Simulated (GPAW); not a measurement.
# Mo2NCl2 MXene monolayer in an electric field, part 2 of 2

Wanted: the out-of-plane polarisability of Mo2NCl2 MXene monolayer.

GPAW 26.7.0; GPAW, PAW setups; layer in a repeated cell with vacuum, relaxation of atoms and in-plane cell (the session's first sound run).

So far. Step 8 (In a field): The dipole is now 0.0348 e Å, against -2.2e-4 in the run without a field.

### 9. In a field

Level of this step: GPAW, PAW setups; slab in vacuum (GPAW).

File run.py:

```python
import json
import numpy as np
from ase import Atoms
from gpaw import GPAW, PW
from gpaw.external import ConstantElectricField

slab = Atoms(
    ['Cl', 'Mo', 'N', 'Mo', 'Cl'],
    positions=[
        [0.00000, 1.71554, 8.00000],
        [1.48571, 0.85778, 9.82797],
        [0.00000, 0.00000, 11.20270],
        [-0.00000, 1.71554, 12.57741],
        [1.48571, 0.85778, 14.40538]],
    cell=[[2.97142, 0.0, 0.0], [-1.48571, 2.57332, 0.0], [0.0, 0.0, 22.4054]],
    pbc=[True, True, False])

slab.calc = GPAW(mode=PW(500), xc='PBE', kpts={'size': (12, 12, 1), 'gamma': True},
                 occupations={'name': 'fermi-dirac', 'width': 0.05}, nbands='160%',
                 convergence={'density': 1e-05}, maxiter=200,
                 poissonsolver={'dipolelayer': 'xy'},
                 external=ConstantElectricField(0.2, [0, 0, 1]),
                 symmetry={'tolerance': 1e-3}, txt='slab.txt')
result = {}
energy = slab.get_potential_energy()
fermi = slab.calc.get_fermi_level()
v = slab.calc.get_electrostatic_potential().mean((0, 1)) - fermi
n = slab.calc.get_pseudo_density().mean((0, 1))
L = slab.cell[2, 2]
z = np.arange(len(v)) * L / len(v)
low, high = slab.positions[:, 2].min(), slab.positions[:, 2].max()
below, above = np.interp([low - 5.8, high + 5.8], z, v)
slopes = [np.interp(x, z, np.gradient(v, z)) for x in (low - 5.8, high + 5.8)]
eps = np.array([[slab.calc.get_eigenvalues(k, s) for k in range(len(slab.calc.get_ibz_k_points()))]
                for s in range(slab.calc.get_number_of_spins())]) - fermi
top, bottom = eps[eps < 0].max(), eps[eps > 0].min()
dipole = slab.get_dipole_moment()[2]
print(f'energy {energy:.4f} eV, Fermi level {fermi:.4f} eV, dipole {dipole:.5f} e A')
print(f'potential 5.8 A off the faces, from the Fermi level: lower {below:.4f} eV, upper {above:.4f} eV')
print(f'slope of the potential there: lower {slopes[0]:.5f}, upper {slopes[1]:.5f} eV/A')
print(f'nearest levels on the mesh: {top:.4f} and {bottom:.4f} eV')
print('magnetic moment', round(slab.get_magnetic_moment(), 3))
result.update(energy=energy, fermi=fermi, dipole=dipole, below=below, above=above, slopes=slopes, edges=[top, bottom],
              z=z.tolist(), v=v.tolist(), n=n.tolist(), positions=slab.positions.tolist(),
              forces=slab.get_forces(apply_constraint=False).tolist(), moments=slab.get_magnetic_moments().tolist())
json.dump(result, open('result.json', 'w'))
```

The run is started by

```console
> OMP_NUM_THREADS=1 OPENBLAS_NUM_THREADS=1 python run.py
```

The log of the run:

```text
energy -35.2508 eV, Fermi level 1.9667 eV, dipole 0.06963 e A
potential 5.8 A off the faces, from the Fermi level: lower 5.1342 eV, upper 3.4865 eV
slope of the potential there: lower -0.00000, upper 0.00003 eV/A
nearest levels on the mesh: -0.0655 and 0.0093 eV
magnetic moment 0.0
```

Elapsed: 3.4 min, on 1 thread of Arm Neoverse V2, shared host; peak memory 0.52 GiB.

The dipole is now 0.0696 e Å, against -2.2e-4 in the run without a field.

### 10. Field on

run.py: that of step 9 with these lines changed.

```diff
@@ -21,3 +21,3 @@
                  poissonsolver={'dipolelayer': 'xy'},
-                 external=ConstantElectricField(0.2, [0, 0, 1]),
+                 external=ConstantElectricField(0.3, [0, 0, 1]),
                  symmetry={'tolerance': 1e-3}, txt='slab.txt')
```

The log of the run:

```text
energy -35.2595 eV, Fermi level 1.9648 eV, dipole 0.10447 e A
potential 5.8 A off the faces, from the Fermi level: lower 5.5499 eV, upper 3.0776 eV
slope of the potential there: lower -0.00000, upper 0.00004 eV/A
nearest levels on the mesh: -0.0654 and 0.0092 eV
magnetic moment 0.0
```

Elapsed: 3.6 min, on 1 thread; peak memory 0.52 GiB.

The electrostatic potential energy of an electron (without an applied field's), less the Fermi level, planar mean oscillates, so the rows of the table below give means over windows of 1 Å about each position, cut where the curve ends. Its maxima inside the range that stand out by 2 % of the span (Å: eV): 1.1: 5.55, 8.8: -3.50, 10.7: -6.38, 11.7: -6.67, 13.6: -4.91. Its minima: 8.0: -22.0, 9.8: -26.2, 11.2: -13.9, 12.6: -27.1, 14.4: -23.8.

The electrostatic potential energy of an electron (without an applied field's), less the Fermi level, planar mean by z; means over each step:

```tsv
z (Å)	electrostatic potential energy of an electron (without an applied field's), less the Fermi level, planar mean (eV)
0	5.08
1	5.55
2	5.55
3	5.55
4	5.55
5	5.54
6	5.43
7	2.44
8	-14.9
9	-7.84
10	-20.2
11	-9.73
12	-13.9
13	-16.8
14	-13.1
15	-6.83
16	2.70
17	3.06
18	3.08
19	3.08
20	3.08
21	3.08
22	3.24
```

The dipole is now 0.104 e Å, against -2.2e-4 in the run without a field.

### 11. The series

The members are put on one axis.

This step: induced dipole against applied field (GPAW 26.7.0).

The dipole along the normal by field:

```tsv
field (V/Å)	dipole along the normal (e·Å)
-0.200	-0.0696
-0.100	-0.0348
-0.050	-0.0174
0.000	-2.2e-4
0.050	0.0174
0.100	0.0348
0.200	0.0696
0.300	0.104
```

### 12. A changed run

One more run, with changed settings.

This step: GPAW, PAW setups; slab in vacuum (GPAW 26.7.0).

run.py: that of step 10 with these lines changed.

```diff
@@ -4,3 +4,2 @@
 from gpaw import GPAW, PW
-from gpaw.external import ConstantElectricField
 
@@ -19,5 +18,4 @@
                  occupations={'name': 'fermi-dirac', 'width': 0.05}, nbands='160%',
-                 convergence={'density': 1e-05}, maxiter=200,
+                 convergence={'density': 1e-05}, maxiter=3,
                  poissonsolver={'dipolelayer': 'xy'},
-                 external=ConstantElectricField(0.3, [0, 0, 1]),
                  symmetry={'tolerance': 1e-3}, txt='slab.txt')
```

The log of the run:

```text
gpaw.KohnShamConvergenceError
```

The job ended after 14 s (1 thread; peak memory 0.25 GiB).

No converged result was reached; the numbers in the log don't describe the system.

The fault put into the input: too few SCF iterations (maxiter = 3).

### 13. Results

| Item | Value |
| --- | --- |
| work function, upper and lower face | 4.311 and 4.304 eV |
| dipole along the normal | -2.2e-4 e Å, near the numerical noise |
| induced dipole per field | 0.348 e Å per V/Å |
| out-of-plane polarisability per area, α/(ε0 A) | 8.24 Å |

**Reading.** The field induces 0.348 e Å per V/Å, a polarisable thickness α/(ε0 A) of 8.24 Å beside 6.41 Å between the outermost nuclei. A perfect conductor would give the distance between its two image planes; a dielectric of thickness t gives t(1 - 1/ε). The induced dipole is linear in the field over this range. The small printed dipole stands for a step of 5.3 meV from the lower to the upper face, and the probes find 7.1 meV; values this small are near the numerical noise of both. The cell holds an odd number of electrons, so without spin polarisation it must come out metallic and without a moment, whatever its true state. The layer's cell and atoms come from the relaxation; spin-orbit coupling and temperature are left out.

[Logs are printed without paths, hosts, clocks, repeated set-up lines and the standing remarks that a program may print on its own settings, such as how far it seeks lower states.]

[Hosts, paths, dates, database ids (printed as entryN), source tags and the programs' standing remarks are cut or masked in the printed files.]
